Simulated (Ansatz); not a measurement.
# The gap of AlIn2N3 (Cmc2_1): a ladder of methods and an error budget, part 2 of 2

The study climbs from cheap functionals to G0W0 on AlIn2N3 (Cmc2_1) and then asks what each convergence step is worth.

Ansatz 0.2.0; density functionals, hybrids, G0W0, plane waves, PAW. Known limits of the many-body steps: not at the basis limit; no spin-orbit coupling; coarse k mesh.

So far. Step 4 (r2SCAN): The gap stands +0.34 eV against PBE. Step 5 (HSE06): The gap stands +1.03 eV against PBE.

**6. G0W0, 6×6×4 mesh, 151 empty bands, screening to 54 eV, PAW set soft_1 files**

G0W0 replaces the xc potential by the self-energy, built once from these orbitals. Only a window of levels is corrected, while the sums run over the empty bands that the input names. This step takes PAW set soft_1 files.

This step: G0W0 on PBE, plane waves, PAW; PAW set soft_1.

File input.yaml:

```yaml
crystal:
  lattice:
    - [5.1481021059, -2.9628729689, 0.0]
    - [5.1481021059, 2.9628729689, 0.0]
    - [0.0, 0.0, 5.500038]
  atoms:
    - { symbol: Al, position: [0.341243, 0.658757, 0.989218] }
    - { symbol: Al, position: [0.658757, 0.341243, 0.489218] }
    - { symbol: In, position: [0.988295, 0.335413, 0.987121] }
    - { symbol: In, position: [0.664587, 0.011705, 0.987121] }
    - { symbol: In, position: [0.011705, 0.664587, 0.487121] }
    - { symbol: In, position: [0.335413, 0.988295, 0.487121] }
    - { symbol: "N", position: [0.968855, 0.332959, 0.385637] }
    - { symbol: "N", position: [0.667041, 0.031145, 0.385637] }
    - { symbol: "N", position: [0.031145, 0.667041, 0.885637] }
    - { symbol: "N", position: [0.332959, 0.968855, 0.885637] }
    - { symbol: "N", position: [0.368643, 0.631357, 0.337266] }
    - { symbol: "N", position: [0.631357, 0.368643, 0.837266] }
kpoints:
  mp_grid: { grid: [6, 6, 4] }
hamiltonian:
  xc: pbe
  pseudopotentials: { kind: paw, azcp: { folder: soft_1 } }
scf:
  occupations: { method: fixed }
gw:
  n_empty_bands: 151
  ecut_chi: 54
  qp_bands: [v4, c4]
  qp_kpoints: band_edges
  screening: { model: contour_deformation }
```

Launch:

```console
ansatz run input.yaml --threads 2 --pin off --max-ram 92160MiB --backend cuda --events-out ev --progress --plain --runs-dir out --devices 1 --max-vram 13GiB
```

Numbers of over 12 decimals in the logs are rounded to 6 here.

The program printed:

```text
GPUs: using 1 of 1 available (devices: 1).
[...]
GPU FFT provider: cuFFT
GPU libraries: cuBLAS 13.8.2, cuFFT 12.4.0, cuSOLVER 12.3.4
Crystal: 12 atoms, lattice volume = 167.786 Å³
Basis set: ecut = 420 eV, 3247 PW (Γ)
Bands: 56, of which v1, the nominal top of the filled ones, is band 44 counted from 1 (43 counted from 0)
Symmetry: 4 space group operations
[...]
k-points: 39 of 144 (time reversal used)
[...]
37    44      8.3727   -21.3082     3.4284   -17.9712  0.7405     8.4638     8.4641  root
    37    45     12.3645   -11.4038    -3.5305   -16.0185  0.7600    13.4335    13.4487  root
    37    46     12.4515    -9.2651    -3.8095   -13.8320  0.7875    13.2528    13.2090  root ?
    37    47     12.4600   -10.3945    -3.5652   -14.9015  0.7714    13.3737    13.4019  root ?
    37    48     13.6791    -7.6738    -4.0263   -12.3133  0.7860    14.3120    14.2923  root
[key lines of the parts left out:]
SCF converged after 9 iterations
Free energy (F): -25775.091800 eV
Fermi energy:    8.622197 eV
```

It took 2.4 min on 1 × NVIDIA H100 80GB HBM3 (shared by 6 runs) with 2 threads of AMD EPYC 7R13 (Zen 3), shared host; peak memory 1.7 GiB.

Numbers from this step:

```yaml
bands_summed: 195
rpa_eps_infinity_on_this_mesh_eigenvalues: 7.494, 7.520, 7.751
plane_waves_in_the_screening_matrix: 151
g0w0_gap_on_the_mesh: 1.347 eV
k_of_the_valence_top: 0, 0, 0
k_of_the_conduction_bottom: 0, 0, 0
starting_gap_on_the_mesh: 0.8805 eV
least_direct_g0w0_gap_on_the_computed_points: 1.347 eV
```

The gap on the mesh goes from 0.88 eV to 1.35 eV, a correction of +0.47 eV. Between the two edge states, bare exchange in place of the xc potential would open the gap by 6.43 eV, and correlation takes back 5.97 eV.

**7. G0W0, 6×6×4 mesh, 427 empty bands, screening to 108 eV, PAW set soft_1 files**

Bands and screening cutoff are moved together, since each hides the error of the other.

Changes to input.yaml since step 6:

```diff
@@ -26,4 +26,4 @@
 gw:
-  n_empty_bands: 151
-  ecut_chi: 54
+  n_empty_bands: 427
+  ecut_chi: 108
   qp_bands: [v4, c4]
```

The program printed:

```text
GPUs: using 1 of 1 available (devices: 1).
[...]
GPU FFT provider: cuFFT
GPU libraries: cuBLAS 13.8.2, cuFFT 12.4.0, cuSOLVER 12.3.4
Crystal: 12 atoms, lattice volume = 167.786 Å³
Basis set: ecut = 420 eV, 3247 PW (Γ)
Bands: 56, of which v1, the nominal top of the filled ones, is band 44 counted from 1 (43 counted from 0)
Symmetry: 4 space group operations
[...]
k-points: 39 of 144 (time reversal used)
[...]
12    48     14.0986   -11.1885    -4.7358   -16.7043  0.7424    14.9314    14.8785  root ?
[...]
37    45     12.3645   -11.4038    -3.9590   -16.0185  0.7540    13.0449    13.0202  root
    37    46     12.4515    -9.2651    -4.0959   -13.8320  0.7837    12.9311    12.9226  root
    37    47     12.4600   -10.3945    -3.9477   -14.9015  0.7668    13.0340    13.0193  root
    37    48     13.6791    -7.6738    -4.2924   -12.3133  0.7838    14.0307    14.0262  root
[key lines of the parts left out:]
SCF converged after 9 iterations
Free energy (F): -25775.091800 eV
Fermi energy:    8.622197 eV
```

Wall time 5.9 min (1 × NVIDIA H100 80GB HBM3 (shared by 6 runs) with 2 threads); peak memory 3.6 GiB; 8.8 min of CPU time.

This step gave:

- bands summed: 471
- RPA ε∞ on this mesh (eigenvalues): 7.347, 7.377, 7.554
- plane waves in the screening matrix: 409
- G0W0 gap on the mesh: 1.563 eV
- k of the valence top: 0, 0, 0
- k of the conduction bottom: 0, 0, 0
- starting gap on the mesh: 0.8805 eV
- least direct G0W0 gap on the computed points: 1.563 eV

Against the run with 6×6×4 mesh, 151 empty bands, screening to 54 eV, PAW set soft_1 files, the gap moves by +0.22 eV.

**8. G0W0, 6×6×4 mesh, 920 empty bands, screening to 180 eV, PAW set soft_1 files**

Changes to input.yaml since step 7:

```diff
@@ -26,4 +26,4 @@
 gw:
-  n_empty_bands: 427
-  ecut_chi: 108
+  n_empty_bands: 920
+  ecut_chi: 180.0
   qp_bands: [v4, c4]
```

The program printed:

```text
GPUs: using 1 of 1 available (devices: 1).
[...]
GPU FFT provider: cuFFT
GPU libraries: cuBLAS 13.8.2, cuFFT 12.4.0, cuSOLVER 12.3.4
Crystal: 12 atoms, lattice volume = 167.786 Å³
Basis set: ecut = 420 eV, 3247 PW (Γ)
Bands: 56, of which v1, the nominal top of the filled ones, is band 44 counted from 1 (43 counted from 0)
Symmetry: 4 space group operations
[...]
k-points: 39 of 144 (time reversal used)
[...]
GPU buffer pool allocated for 64000 grid points (all kernels)
[...]
SCF iter   1: F=—  HF=-25779.384353 eV  |F-HF|=—  |Δ(HF+E_count)|=         —  Δρ=8.76e-2  dr2=1.65e1  ethr=3.10e-3  ⟨swp⟩=5.0  Hψ=7005  notcnv=0  defer=371
[...]
SCF iter   9: F=-25775.091800 eV  HF=-25775.091800 eV  |F-HF|=4.15e-8  |Δ(HF+E_count)|=   1.34e-6  Δρ=4.64e-6  dr2=3.51e-8  ethr=1.14e-10  ⟨swp⟩=12.2  Hψ=9885  notcnv=0
SCF 1 converged in 9 iterations: F = -25775.091800 eV  dr2 = 3.51e-8
[...]
G₀W₀ screening: q 1/39
[... further progress lines ...]
[...]
SCF converged after 9 iterations
Free energy (F): -25775.091800 eV
[...]
Internal energy: -25775.091800 eV  (E = F + TS)
E sigma→0 (E₀):  -25775.091800 eV
Fermi energy:    8.622197 eV
[...]
--- Band table (eV; the first three rows and the last of 39) ---
  k-point 0: bands = [... 40 lower, 8.0369, 8.5748, 8.6093, 8.6222, 9.5027, 12.0474, 13.6010, 13.9614, ... 8 higher]
  k-point 1: bands = [... 40 lower, 8.1401, 8.1711, 8.5048, 8.5120, 10.6156, 12.1095, 13.9923, 14.3424, ... 8 higher]
  k-point 2: bands = [... 40 lower, 8.3002, 8.3002, 8.3939, 8.3939, 11.7672, 11.7672, 14.4659, 14.4659, ... 8 higher]
  k-point 38: bands = [... 40 lower, 7.6353, 7.6353, 7.9235, 7.9235, 12.6213, 12.6213, 13.0723, 13.0723, ... 8 higher]
[...]
0    41      8.0369   -21.3215     2.8861   -17.8206  0.7310     7.4030     7.4222  root
     0    42      8.5748   -21.5426     2.7717   -18.2076  0.7321     7.9972     8.0115  root
     0    43      8.6093   -21.6225     2.6735   -18.3927  0.7339     8.0396     8.0530  root
     0    44      8.6222   -21.8230     2.6866   -18.5845  0.7338     8.0572     8.0704  root
     0    45      9.5027   -11.5458    -2.9942   -14.7421  0.7784     9.7057     9.7048  root
     0    46     12.0474    -9.9126    -4.3264   -14.5911  0.7832    12.4034    12.3995  root
     0    47     13.6010    -7.3997    -4.3319   -11.9323  0.7844    13.8030    13.8017  root
     0    48     13.9614    -6.6974    -4.2979   -11.1063  0.7913    14.0728    14.0724  root
     1    41      8.1401   -21.4660     2.8712   -17.9886  0.7314     7.5157     7.5339  root
     1    42      8.1711   -21.3921     2.8344   -17.9577  0.7316     7.5535     7.5711  root
     1    43      8.5048   -21.6425     2.7652   -18.3054  0.7329     7.9179     7.9328  root
     1    44      8.5120   -21.7901     2.7722   -18.4496  0.7329     7.9291     7.9437  root
     1    45     10.6156   -12.4092    -3.0142   -15.6677  0.7662    10.8614    10.8599  root
     1    46     12.1095   -10.0684    -4.3139   -14.7497  0.7778    12.4815    12.4770  root
     1    47     13.9923    -8.6295    -4.5687   -13.5256  0.7669    14.3240    14.3197  root
     1    48     14.3424    -7.3921    -4.4356   -12.0171  0.7769    14.5329    14.5317  root
     2    41      8.3002   -21.5306     2.8277   -18.1100  0.7321     7.6905     7.7074  root
     2    42      8.3002   -21.5306     2.8277   -18.1100  0.7321     7.6905     7.7074  root
     2    43      8.3939   -21.4899     2.7504   -18.1667  0.7323     7.8060     7.8210  root
     2    44      8.3939   -21.4899     2.7504   -18.1667  0.7323     7.8060     7.8210  root
     2    45     11.7672   -11.1357    -3.9208   -15.4174  0.7649    12.1325    12.1281  root
     2    46     11.7672   -11.1357    -3.9208   -15.4174  0.7649    12.1325    12.1281  root
     2    47     14.4659    -9.7848    -4.9950   -15.2165  0.7571    14.9113    14.9025  root
     2    48     14.4659    -9.7848    -4.9950   -15.2165  0.7571    14.9113    14.9025  root
[...]
37    41      7.6315   -21.2429     3.2721   -17.2981  0.7252     6.9309     6.9589  root
    37    42      7.7628   -21.2351     3.1503   -17.4406  0.7263     7.0953     7.1187  root
    37    43      8.0591   -20.9871     2.7713   -17.6202  0.7310     7.4458     7.4636  root
    37    44      8.3727   -21.3082     2.7700   -17.9712  0.7306     7.7909     7.8057  root
    37    45     12.3645   -11.4038    -4.1841   -16.0185  0.7513    12.8027    12.7951  root
    37    46     12.4515    -9.2651    -4.2705   -13.8320  0.7822    12.7507    12.7479  root
    37    47     12.4600   -10.3945    -4.1475   -14.9015  0.7645    12.8243    12.8195  root
    37    48     13.6791    -7.6738    -4.4237   -12.3133  0.7831    13.8964    13.8949  root
```

Elapsed: 14 min, on 1 × NVIDIA H100 80GB HBM3 (shared by 6 runs) with 2 threads; peak memory 9.1 GiB.

Numbers from this step:

```
bands summed                                 : 964
RPA ε∞ on this mesh (eigenvalues)            : 7.282, 7.312, 7.498
plane waves in the screening matrix          : 925
q-points in the mesh                         : 144
G0W0 gap on the mesh                         : 1.634 eV
k of the valence top                         : 0, 0, 0
k of the conduction bottom                   : 0, 0, 0
starting gap on the mesh                     : 0.8805 eV
Z at the valence top                         : 0.7338
Z at the conduction bottom                   : 0.7784
least direct G0W0 gap on the computed points : 1.634 eV
```

Against the run with 6×6×4 mesh, 427 empty bands, screening to 108 eV, PAW set soft_1 files, the gap moves by +0.07 eV.

Limits: finite bands, cutoff and mesh; no spin-orbit coupling; coarse k mesh. v1 is the top filled band, c1 the lowest empty one. The levels before and after the correction (eV, zero at the valence-band top of each column):

```tsv
	conduction bottom	valence top
Kohn-Sham	0.88	0.00
G0W0	1.63	0.00
```

```tsv
	level	occupation	energy (eV)
Kohn-Sham	Γ v4	2	-0.585
Kohn-Sham	Γ v3	2	-0.047
Kohn-Sham	Γ v2	2	-0.013
Kohn-Sham	Γ v1	2	0.000
Kohn-Sham	Γ c1	0	0.881
Kohn-Sham	Γ c2	0	3.425
Kohn-Sham	Γ c3	0	4.979
Kohn-Sham	Γ c4	0	5.339
G0W0	Γ v4	2	-0.648
G0W0	Γ v3	2	-0.059
G0W0	Γ v2	2	-0.017
G0W0	Γ v1	2	0.000
G0W0	Γ c1	0	1.634
G0W0	Γ c2	0	4.329
G0W0	Γ c3	0	5.731
G0W0	Γ c4	0	6.002
```

The parts of the quasiparticle energy at the two band edges (eV; QP = start + Σx + Σc − Vxc):

```tsv
run	edge	start	Σx	Σc	Vxc	Z	QP
195 bands	valence top	8.62	-21.82	3.38	-18.58	0.74	8.77
195 bands	conduction bottom	9.50	-11.55	-2.59	-14.74	0.79	10.11
471 bands	valence top	8.62	-21.82	2.95	-18.58	0.74	8.33
471 bands	conduction bottom	9.50	-11.55	-2.80	-14.74	0.78	9.90
964 bands	valence top	8.62	-21.82	2.69	-18.58	0.73	8.07
964 bands	conduction bottom	9.50	-11.55	-2.99	-14.74	0.78	9.70
```

**9. G0W0@PBE, 3×3×2 mesh, 427 empty bands, screening to 108 eV, PAW set soft_1 files**

Only the mesh changes. It samples the long-range screening, which converges on its own terms. Bands and cutoff differ from the step before, so it is read against an earlier run that matches them.

Changes to input.yaml since step 8:

```diff
@@ -19,3 +19,3 @@
 kpoints:
-  mp_grid: { grid: [6, 6, 4] }
+  mp_grid: { grid: [3, 3, 2] }
 hamiltonian:
@@ -26,4 +26,4 @@
 gw:
-  n_empty_bands: 920
-  ecut_chi: 180.0
+  n_empty_bands: 427
+  ecut_chi: 108
   qp_bands: [v4, c4]
```

The program printed:

```text
GPUs: using 1 of 1 available (devices: 1).
[...]
GPU FFT provider: cuFFT
GPU libraries: cuBLAS 13.8.2, cuFFT 12.4.0, cuSOLVER 12.3.4
Crystal: 12 atoms, lattice volume = 167.786 Å³
Basis set: ecut = 420 eV, 3247 PW (Γ)
Bands: 56, of which v1, the nominal top of the filled ones, is band 44 counted from 1 (43 counted from 0)
Symmetry: 4 space group operations
[...]
k-points: 8 of 18
[...]
0    48     13.9625    -6.6550    -4.3353   -11.1043  0.7518    14.0773    14.0766  root
[...]
7    45     12.6310    -9.0007    -4.1622   -13.4956  0.7413    12.9716    12.9636  root
     7    46     12.6310    -9.0007    -4.1622   -13.4956  0.7413    12.9716    12.9636  root
     7    47     12.7848    -9.6917    -4.3070   -14.4410  0.7337    13.2427    13.2271  root
     7    48     12.7848    -9.6917    -4.3070   -14.4410  0.7337    13.2427    13.2271  root
[key lines of the parts left out:]
SCF converged after 9 iterations
Free energy (F): -25775.052383 eV
Fermi energy:    8.626696 eV
```

Run time: 26 s. Hardware: 1 × NVIDIA H100 80GB HBM3 (shared by 6 runs) with 2 threads; peak memory 1.6 GiB.

Numbers from this step:

```yaml
bands_summed: 471
rpa_eps_infinity_on_this_mesh_eigenvalues: 14.18, 14.57, 14.91
plane_waves_in_the_screening_matrix: 409
g0w0_gap_on_the_mesh: 1.425 eV
k_of_the_valence_top: 0, 0, 0
k_of_the_conduction_bottom: 0, 0, 0
starting_gap_on_the_mesh: 0.8790 eV
least_direct_g0w0_gap_on_the_computed_points: 1.425 eV
```

Against the run with 6×6×4 mesh, 427 empty bands, screening to 108 eV, PAW set soft_1 files, the gap moves by −0.14 eV.

**10. The ladder**

Times are wall times on 1 × NVIDIA H100 80GB HBM3 (shared by 6 runs) with 2 threads of AMD EPYC 7R13 (Zen 3), shared host, good to a factor of about two. G0W0 rows are gaps on the mesh, lowered by the amount that the mesh misses the start's edges, a rough step that assumes the same correction there.

```tsv
level	gap (eV)	least direct gap (eV)	time
PBE	0.88	0.88	11 s
PBE+SOC	0.88	0.88	18 s
r2SCAN	1.22	1.22	12 s
HSE06	1.91	1.91	2.2 min
G0W0@PBE (151 empty bands)	1.35	-	2.4 min
G0W0@PBE (427 empty bands)	1.56	-	5.9 min
G0W0@PBE (920 empty bands)	1.63	-	14 min
G0W0@PBE (427 empty bands, 3×3×2)	1.42	-	26 s
```

**11. Adding up the best estimate**

```tsv
term	eV	running total (eV)
G0W0 on the mesh, top rung	1.634	1.634
to the limit, by a line in one over the bands through the two top rungs	+0.068	1.703
spin-orbit change, from PBE	+0.001	1.704
```

Changes that are not added in, each against a run with equal bands and cutoff:

```tsv
change	eV
the coarser 3×3×2 mesh (change of the correction alone)	−0.14
```

**12. Summary of results**

```yaml
pbe_gap: 0.88 eV, direct
hse06: 1.91 eV
g0w0_top_rung_on_the_mesh: 1.63 eV
best_estimate_g0w0_pbe_with_spin_orbit_change: 1.70 eV
gw_settings_of_the_top_rung: 6×6×4 mesh, 920 empty bands, screening to 180 eV, PAW set soft_1 files
known_limits: one-shot GW, static lattice; coarse k mesh
```

**Reading.** The best estimate for G0W0@PBE is 1.70 eV, direct on the mesh, against 0.88 eV at the start (both with spin-orbit coupling). The pair of rungs below gives a limit +0.01 eV away. Of the changes left open the largest, −0.14 eV, comes from the coarser 3×3×2 mesh (change of the correction alone). Among the functionals HSE06 comes nearest: +0.20 eV from the estimate. All runs took 26 min, 89 % of it in G0W0. The 6×6×4 mesh is coarse for this cell (its supercell is 22 Å along the shortest edge). The RPA ε∞ on it, from the PBE start, is 7.28, 7.31 and 7.50; such meshes misread the long-range screening, most where the gap is narrow.

[Paths, hosts, dates, memory and timing lines, banners, echoed tables and standing remarks are left out of the program output.]

[Logs are printed without paths, hosts, clocks, repeated set-up lines and the standing remarks that a program may print on its own settings, such as how far it seeks lower states.]

[Runs of the session that timed out or met a known fault of the program may be left out.]

[Cells called generated may have been cut or substituted from an entry of the Crystallography Open Database or the Materials Project.]

[Hosts, paths, dates, database ids (printed as entryN), source tags and the programs' standing remarks are cut or masked in the printed files.]
